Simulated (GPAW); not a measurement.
# W2CCl2 MXene monolayer: work function by functional and basis

How far do functional and basis move the work function of W2CCl2 MXene monolayer?

Program: GPAW 26.7.0. Level of theory: GPAW, PAW setups; layer in a repeated cell with vacuum, relaxation of atoms and in-plane cell, in the first sound run; inputs show where later runs differ. Results are calculated unless marked as measured.

This is a report of a sequence of runs, with most program output left out.

## Step 1: The structure

The cell holds 5 atoms: 2 Cl, 2 W and 1 C. Its edges and angles: a = 3.125 Å, b = 3.125 Å, c = 21.863 Å, α = 90.0°, β = 90.0°, γ = 120.0°. Vacuum lies along c.

## Step 2: Relaxing the atoms

The atoms are relaxed first, since the surface dipole, and with it the work function, follows the positions of the outer layers.

run.py

```python
import json
import numpy as np
from ase import Atoms
from ase.filters import FrechetCellFilter
from ase.optimize import BFGS
from gpaw import GPAW, PW

slab = Atoms(
    ['Cl', 'W', 'C', 'W', 'Cl'],
    positions=[
        [-0.00000, 1.80446, 8.00000],
        [1.56270, 0.90223, 9.69836],
        [0.00000, 0.00000, 10.93156],
        [-0.00000, 1.80446, 12.16477],
        [1.56270, 0.90223, 13.86312]],
    cell=[[3.12541, 0.0, 0.0], [-1.5627, 2.70668, 0.0], [0.0, 0.0, 21.8631]],
    pbc=[True, True, True])

slab.calc = GPAW(mode=PW(600), xc='PBE', kpts={'size': (12, 12, 1), 'gamma': True},
                 occupations={'name': 'fermi-dirac', 'width': 0.05}, nbands='160%',
                 convergence={'density': 1e-05}, maxiter=200,
                 symmetry={'tolerance': 1e-3}, txt='slab.txt')
result = {}
# The in-plane cell is free; stress needs a cell that repeats along all three vectors
path = []
opt = BFGS(FrechetCellFilter(slab, mask=[1, 1, 0, 0, 0, 1]), maxstep=0.2)
opt.attach(lambda: path.append((slab.get_potential_energy(), slab.positions.tolist(), slab.get_forces().tolist())))
result['relaxed'] = bool(opt.run(fmax=0.02, steps=45))
result['path'] = path
result['cell'] = slab.cell.tolist()
print('in-plane lattice', slab.cell.cellpar().round(4)[[0, 1, 5]])
energy = slab.get_potential_energy()
fermi = slab.calc.get_fermi_level()
v = slab.calc.get_electrostatic_potential().mean((0, 1)) - fermi
n = slab.calc.get_pseudo_density().mean((0, 1))
L = slab.cell[2, 2]
z = np.arange(len(v)) * L / len(v)
low, high = slab.positions[:, 2].min(), slab.positions[:, 2].max()
below, above = np.interp([low - 5.8, high + 5.8], z, v)
slopes = [np.interp(x, z, np.gradient(v, z)) for x in (low - 5.8, high + 5.8)]
eps = np.array([[slab.calc.get_eigenvalues(k, s) for k in range(len(slab.calc.get_ibz_k_points()))]
                for s in range(slab.calc.get_number_of_spins())]) - fermi
top, bottom = eps[eps < 0].max(), eps[eps > 0].min()
dipole = slab.get_dipole_moment()[2]
print(f'energy {energy:.4f} eV, Fermi level {fermi:.4f} eV, dipole {dipole:.5f} e A')
print(f'potential 5.8 A off the faces, from the Fermi level: lower {below:.4f} eV, upper {above:.4f} eV')
print(f'slope of the potential there: lower {slopes[0]:.5f}, upper {slopes[1]:.5f} eV/A')
print(f'nearest levels on the mesh: {top:.4f} and {bottom:.4f} eV')
print('magnetic moment', round(slab.get_magnetic_moment(), 3))
result.update(energy=energy, fermi=fermi, dipole=dipole, below=below, above=above, slopes=slopes, edges=[top, bottom],
              z=z.tolist(), v=v.tolist(), n=n.tolist(), positions=slab.positions.tolist(),
              forces=slab.get_forces(apply_constraint=False).tolist(), moments=slab.get_magnetic_moments().tolist())
json.dump(result, open('result.json', 'w'))
```

Run with:

```console
> OMP_NUM_THREADS=1 OPENBLAS_NUM_THREADS=1 python run.py
```

Elapsed: 29 min, on 1 thread of Arm Neoverse V1, shared host; peak memory 0.52 GiB.

Numbers from this step:

```
dipole along the normal                    : 5.10e-4 e·Å
levels nearest the Fermi level on the mesh : -0.04114, 0.07643 eV from the Fermi level
```

The electrostatic potential energy of an electron (without an applied field's), less the Fermi level, planar mean oscillates, so the rows of the table below give means over windows of 1 Å about each position, cut where the curve ends. Its maxima inside the range that stand out by 2 % of the span (Å: eV): 9.0: -3.96, 10.7: -14.8, 11.2: -14.8, 12.9: -3.96. Its minima: 8.2: -17.5, 10.1: -22.0, 10.9: -16.1, 11.8: -22.0, 13.6: -17.5.

The electrostatic potential energy of an electron (without an applied field's), less the Fermi level, planar mean by z; means over each step:

| z (Å) | electrostatic potential energy of an electron (without an applied field's), less the Fermi level, planar mean (eV) |
| --- | --- |
| 0 | 4.03 |
| 1 | 4.03 |
| 2 | 4.03 |
| 3 | 4.03 |
| 4 | 4.03 |
| 5 | 4.03 |
| 6 | 3.99 |
| 7 | 2.84 |
| 8 | -10.6 |
| 9 | -6.54 |
| 10 | -18.6 |
| 11 | -15.6 |
| 12 | -17.7 |
| 13 | -7.02 |
| 14 | -8.66 |
| 15 | 3.28 |
| 16 | 4.00 |
| 17 | 4.03 |
| 18 | 4.03 |
| 19 | 4.03 |
| 20 | 4.03 |
| 21 | 4.03 |

The pseudo valence density, planar mean oscillates, so the rows of the table below give means over windows of 1.4 Å about each position, cut where the curve ends. Its maxima inside the range that stand out by 2 % of the span (Å: e/Å³): 8.6: 0.501, 10.0: 1.38, 11.9: 1.38, 13.3: 0.501. Its minima: 9.1: 0.316, 11.0: 0.737, 12.8: 0.316.

The pseudo valence density, planar mean by z; means over each step:

| z (Å) | pseudo valence density, planar mean (e/Å³) |
| --- | --- |
| 4.90 | 1.0e-4 |
| 6.30 | 0.0104 |
| 7.70 | 0.315 |
| 9.10 | 0.499 |
| 10.50 | 0.981 |
| 11.90 | 0.943 |
| 13.30 | 0.427 |
| 14.70 | 0.146 |
| 16.10 | 0.00167 |
| 17.50 | 1.9e-5 |

The relaxation lowered the energy of the cell by 1.38 eV (energies extrapolated to zero smearing; the optimiser's log prints free energies). The largest force left on a free atom is 0.0015 eV/Å.

## Step 3: Plane waves, PBE

With the geometry fixed, the planar mean of the potential gives the vacuum level on each side.

This step: GPAW, PAW setups; slab in vacuum (GPAW 26.7.0).

The cell differs from the one that the last finished run ended in (c 21.863 → 21.452 Å).

run.py: that of step 2 with these lines changed.

```diff
@@ -3,4 +3,2 @@
 from ase import Atoms
-from ase.filters import FrechetCellFilter
-from ase.optimize import BFGS
 from gpaw import GPAW, PW
@@ -10,23 +8,16 @@
     positions=[
-        [-0.00000, 1.80446, 8.00000],
-        [1.56270, 0.90223, 9.69836],
-        [0.00000, 0.00000, 10.93156],
-        [-0.00000, 1.80446, 12.16477],
-        [1.56270, 0.90223, 13.86312]],
-    cell=[[3.12541, 0.0, 0.0], [-1.5627, 2.70668, 0.0], [0.0, 0.0, 21.8631]],
-    pbc=[True, True, True])
+        [-0.00000, 1.95075, 8.00000],
+        [1.68939, 0.97538, 9.80856],
+        [0.00000, 0.00000, 10.72621],
+        [-0.00000, 1.95075, 11.64387],
+        [1.68939, 0.97538, 13.45242]],
+    cell=[[3.37879, -0.0, 0.0], [-1.68939, 2.92612, 0.0], [0.0, 0.0, 21.4524]],
+    pbc=[True, True, False])
 
-slab.calc = GPAW(mode=PW(600), xc='PBE', kpts={'size': (12, 12, 1), 'gamma': True},
+slab.calc = GPAW(mode=PW(500), xc='PBE', kpts={'size': (12, 12, 1), 'gamma': True},
                  occupations={'name': 'fermi-dirac', 'width': 0.05}, nbands='160%',
                  convergence={'density': 1e-05}, maxiter=200,
+                 poissonsolver={'dipolelayer': 'xy'},
                  symmetry={'tolerance': 1e-3}, txt='slab.txt')
 result = {}
-# The in-plane cell is free; stress needs a cell that repeats along all three vectors
-path = []
-opt = BFGS(FrechetCellFilter(slab, mask=[1, 1, 0, 0, 0, 1]), maxstep=0.2)
-opt.attach(lambda: path.append((slab.get_potential_energy(), slab.positions.tolist(), slab.get_forces().tolist())))
-result['relaxed'] = bool(opt.run(fmax=0.02, steps=45))
-result['path'] = path
-result['cell'] = slab.cell.tolist()
-print('in-plane lattice', slab.cell.cellpar().round(4)[[0, 1, 5]])
 energy = slab.get_potential_energy()
```

Wall time 1.8 min (1 thread); peak memory 0.27 GiB.

This step gave:

| Item | Value |
| --- | --- |
| dipole along the normal | 4.91e-4 e·Å |
| levels nearest the Fermi level on the mesh | -0.04117, 0.07643 eV from the Fermi level |
| upper work function | 4.029 eV |
| lower work function | 4.036 eV |

The electrostatic potential energy of an electron (without an applied field's), less the Fermi level, planar mean oscillates, so the rows of the table below give means over windows of 1 Å about each position, cut where the curve ends. Its maxima inside the range that stand out by 2 % of the span (Å: eV): 8.8: -3.98, 10.4: -14.8, 11.0: -14.8, 12.6: -3.98. Its minima: 8.0: -17.3, 9.9: -22.0, 10.7: -16.1, 11.6: -22.0, 13.4: -17.4.

The electrostatic potential energy of an electron (without an applied field's), less the Fermi level, planar mean by z; means over each step:

| z (Å) | electrostatic potential energy of an electron (without an applied field's), less the Fermi level, planar mean (eV) |
| --- | --- |
| 0 | 4.04 |
| 1 | 4.04 |
| 2 | 4.04 |
| 3 | 4.04 |
| 4 | 4.04 |
| 5 | 4.03 |
| 6 | 3.95 |
| 7 | 1.65 |
| 8 | -12.0 |
| 9 | -7.70 |
| 10 | -18.8 |
| 11 | -16.5 |
| 12 | -15.0 |
| 13 | -9.13 |
| 14 | -4.79 |
| 15 | 3.65 |
| 16 | 4.01 |
| 17 | 4.03 |
| 18 | 4.03 |
| 19 | 4.03 |
| 20 | 4.03 |
| 21 | 4.03 |

Table of pseudo valence density, planar mean by z:

| z (Å) | pseudo valence density, planar mean (e/Å³) |
| --- | --- |
| 0.00 | -1.7e-6 |
| 0.57 | 1.7e-6 |
| 1.15 | -1.7e-6 |
| 1.72 | 1.8e-6 |
| 2.30 | -1.7e-6 |
| 2.87 | 2.1e-6 |
| 3.45 | 0 |
| 4.02 | 8.4e-6 |
| 4.60 | 3.3e-5 |
| 5.17 | 2.2e-4 |
| 5.75 | 0.00137 |
| 6.32 | 0.00949 |
| 6.90 | 0.0687 |
| 7.47 | 0.358 |
| 8.04 | 0.456 |
| 8.62 | 0.395 |
| 9.19 | 0.427 |
| 9.77 | 1.39 |
| 10.34 | 0.824 |
| 10.92 | 0.748 |
| 11.49 | 1.32 |
| 12.07 | 0.687 |
| 12.64 | 0.326 |
| 13.22 | 0.505 |
| 13.79 | 0.457 |
| 14.37 | 0.129 |
| 14.94 | 0.0183 |
| 15.51 | 0.00259 |
| 16.09 | 3.9e-4 |
| 16.66 | 6.6e-5 |
| 17.24 | 9.0e-6 |
| 17.81 | 4.1e-6 |
| 18.39 | -1.4e-6 |
| 18.96 | 1.9e-6 |
| 19.54 | -1.7e-6 |
| 20.11 | 1.7e-6 |
| 20.69 | -1.7e-6 |
| 21.26 | 1.7e-6 |

The potential is flat to 1.2e-5 eV/Å where it is read, so the vacuum is wide enough.

## Step 4: Self-consistent run: xc = "LDA"

The same geometry under LDA, to see how far the functional moves the levels against the vacuum.

run.py: that of step 3 with these lines changed.

```diff
@@ -16,3 +16,3 @@
 
-slab.calc = GPAW(mode=PW(500), xc='PBE', kpts={'size': (12, 12, 1), 'gamma': True},
+slab.calc = GPAW(mode=PW(500), xc='LDA', kpts={'size': (12, 12, 1), 'gamma': True},
                  occupations={'name': 'fermi-dirac', 'width': 0.05}, nbands='160%',
```

Run time: 1.8 min. Hardware: 1 thread; peak memory 0.28 GiB.

Numbers from this step:

| Property | Result |
| --- | --- |
| dipole along the normal | 4.92e-4 e·Å |
| levels nearest the Fermi level on the mesh | -0.03328, 0.06851 eV from the Fermi level |
| upper work function | 4.320 eV |
| lower work function | 4.327 eV |

The electrostatic potential energy of an electron (without an applied field's), less the Fermi level, planar mean oscillates, so the rows of the table below give means over windows of 1 Å about each position, cut where the curve ends. Its maxima inside the range that stand out by 2 % of the span (Å: eV): 8.8: -3.61, 10.4: -14.5, 11.0: -14.5, 12.6: -3.62. Its minima: 8.0: -17.1, 9.9: -21.6, 10.7: -15.7, 11.6: -21.6, 13.4: -17.1.

Table of electrostatic potential energy of an electron (without an applied field's), less the Fermi level, planar mean by z; means over each step:

z (Å), electrostatic potential energy of an electron (without an applied field's), less the Fermi level, planar mean (eV) and a bar from the least value:
```
        0        4.3 ##############################
        1        4.3 ##############################
        2        4.3 ##############################
        3        4.3 ##############################
        4        4.3 ##############################
        5        4.3 ##############################
        6        4.2 ##############################
        7        1.9 ###########################
        8      -11.7 #########
        9       -7.3 ###############
       10      -18.4 
       11      -16.1 ###
       12      -14.6 #####
       13       -8.8 #############
       14       -4.5 ##################
       15        3.9 #############################
       16        4.3 ##############################
       17        4.3 ##############################
       18        4.3 ##############################
       19        4.3 ##############################
       20        4.3 ##############################
       21        4.3 ##############################
```

The pseudo valence density, planar mean oscillates, so the rows of the table below give means over windows of 1.53 Å about each position, cut where the curve ends. Its maxima inside the range that stand out by 2 % of the span (Å: e/Å³): 8.2: 0.505, 9.8: 1.38, 11.7: 1.38, 13.2: 0.505. Its minima: 8.8: 0.327, 10.7: 0.735, 12.6: 0.327.

Pseudo valence density, planar mean against z; means over each step:

| z (Å) | pseudo valence density, planar mean (e/Å³) |
| --- | --- |
| 3.82 | 7.1e-6 |
| 5.35 | 9.8e-4 |
| 6.88 | 0.132 |
| 8.41 | 0.424 |
| 9.95 | 0.955 |
| 11.47 | 0.961 |
| 13.00 | 0.425 |
| 14.53 | 0.141 |
| 16.06 | 0.00111 |
| 17.59 | 8.0e-6 |

Force by atom:

| atom | x (eV/Å) | y (eV/Å) | z (eV/Å) | size |
| --- | --- | --- | --- | --- |
| Cl1 | 0.000 | 0.000 | 0.578 | 0.578 |
| W2 | 0.000 | 0.000 | 0.545 | 0.545 |
| C3 | 0.000 | 0.000 | 0.000 | 0.000 |
| W4 | 0.000 | 0.000 | -0.545 | 0.545 |
| Cl5 | 0.000 | 0.000 | -0.578 | 0.578 |

The upper face's work function is 4.320 eV, against 4.029 eV in the first plane-wave PBE run at this geometry.

## Step 5: Self-consistent run: xc = "RPBE"

The same geometry under RPBE, to see how far the functional moves the levels against the vacuum.

run.py: that of step 4 with these lines changed.

```diff
@@ -16,3 +16,3 @@
 
-slab.calc = GPAW(mode=PW(500), xc='LDA', kpts={'size': (12, 12, 1), 'gamma': True},
+slab.calc = GPAW(mode=PW(500), xc='RPBE', kpts={'size': (12, 12, 1), 'gamma': True},
                  occupations={'name': 'fermi-dirac', 'width': 0.05}, nbands='160%',
```

Wall time 1.8 min (1 thread); peak memory 0.27 GiB.

Numbers from this step:

| Quantity | Value |
| --- | --- |
| dipole along the normal | 4.91e-4 e·Å |
| levels nearest the Fermi level on the mesh | -0.04266, 0.07875 eV from the Fermi level |
| upper work function | 3.926 eV |
| lower work function | 3.933 eV |

The upper face's work function is 3.926 eV, against 4.029 eV in the first plane-wave PBE run at this geometry.

## Step 6: OptPBE vdW: xc = "optPBE-vdW"

The same geometry under optPBE-vdW, to see how far the functional moves the levels against the vacuum (the van der Waals functionals take revPBE setups).

run.py: that of step 5 with these lines changed.

```diff
@@ -16,3 +16,3 @@
 
-slab.calc = GPAW(mode=PW(500), xc='RPBE', kpts={'size': (12, 12, 1), 'gamma': True},
+slab.calc = GPAW(mode=PW(500), xc='optPBE-vdW', kpts={'size': (12, 12, 1), 'gamma': True},
                  occupations={'name': 'fermi-dirac', 'width': 0.05}, nbands='160%',
```

Wall time 2.1 min (1 thread); peak memory 0.46 GiB.

This step gave:

* dipole along the normal: 4.90e-4 e·Å
* levels nearest the Fermi level on the mesh: -0.05608, 0.08154 eV from the Fermi level
* upper work function: 4.286 eV
* lower work function: 4.294 eV

The electrostatic potential energy of an electron (without an applied field's), less the Fermi level, planar mean oscillates, so the rows of the table below give means over windows of 1 Å about each position, cut where the curve ends. Its maxima inside the range that stand out by 2 % of the span (Å: eV): 8.7: -3.96, 10.4: -14.8, 11.0: -14.8, 12.7: -3.96. Its minima: 8.0: -17.2, 9.9: -22.0, 10.7: -16.0, 11.6: -22.0, 13.4: -17.3.

Table of electrostatic potential energy of an electron (without an applied field's), less the Fermi level, planar mean by z; means over each step:

z (Å), electrostatic potential energy of an electron (without an applied field's), less the Fermi level, planar mean (eV) and a bar from the least value:
```
        0        4.3 ##############################
        1        4.3 ##############################
        2        4.3 ##############################
        3        4.3 ##############################
        4        4.3 ##############################
        5        4.3 ##############################
        6        4.2 ##############################
        7        1.8 ###########################
        8      -11.8 #########
        9       -7.7 ##############
       10      -18.7 
       11      -16.4 ###
       12      -14.9 #####
       13       -9.1 #############
       14       -4.6 ##################
       15        3.9 #############################
       16        4.3 ##############################
       17        4.3 ##############################
       18        4.3 ##############################
       19        4.3 ##############################
       20        4.3 ##############################
       21        4.3 ##############################
```

The upper face's work function is 4.286 eV, against 4.029 eV in the first plane-wave PBE run at this geometry.

## Step 7: Self-consistent run: xc = "vdW-DF2"

The same geometry under vdW-DF2, to see how far the functional moves the levels against the vacuum (the van der Waals functionals take revPBE setups).

run.py: that of step 6 with these lines changed.

```diff
@@ -16,3 +16,3 @@
 
-slab.calc = GPAW(mode=PW(500), xc='optPBE-vdW', kpts={'size': (12, 12, 1), 'gamma': True},
+slab.calc = GPAW(mode=PW(500), xc='vdW-DF2', kpts={'size': (12, 12, 1), 'gamma': True},
                  occupations={'name': 'fermi-dirac', 'width': 0.05}, nbands='160%',
```

Wall time 1.9 min (1 thread); peak memory 0.46 GiB.

Numbers from this step:

| Quantity | Value |
| --- | --- |
| dipole along the normal | 4.91e-4 e·Å |
| levels nearest the Fermi level on the mesh | -0.05712, 0.08913 eV from the Fermi level |
| upper work function | 4.477 eV |
| lower work function | 4.484 eV |

The upper face's work function is 4.477 eV, against 4.029 eV in the first plane-wave PBE run at this geometry.

## Step 8: Self-consistent run: xc = "revPBE"

The same geometry under revPBE, to see how far the functional moves the levels against the vacuum.

run.py: that of step 7 with these lines changed.

```diff
@@ -16,3 +16,3 @@
 
-slab.calc = GPAW(mode=PW(500), xc='vdW-DF2', kpts={'size': (12, 12, 1), 'gamma': True},
+slab.calc = GPAW(mode=PW(500), xc='revPBE', kpts={'size': (12, 12, 1), 'gamma': True},
                  occupations={'name': 'fermi-dirac', 'width': 0.05}, nbands='160%',
```

Elapsed: 1.8 min, on 1 thread; peak memory 0.28 GiB.

This step gave:

```
levels nearest the Fermi level on the mesh : -0.04261, 0.07889 eV from the Fermi level
upper work function                        : 3.920 eV
lower work function                        : 3.927 eV
```

The upper face's work function is 3.920 eV, against 4.029 eV in the first plane-wave PBE run at this geometry.

(Continued in part 2 of 2.)

[Logs are printed without paths, hosts, clocks, repeated set-up lines and the standing remarks that a program may print on its own settings, such as how far it seeks lower states.]

[Hosts, paths, dates, database ids (printed as entryN), source tags and the programs' standing remarks are cut or masked in the printed files.]
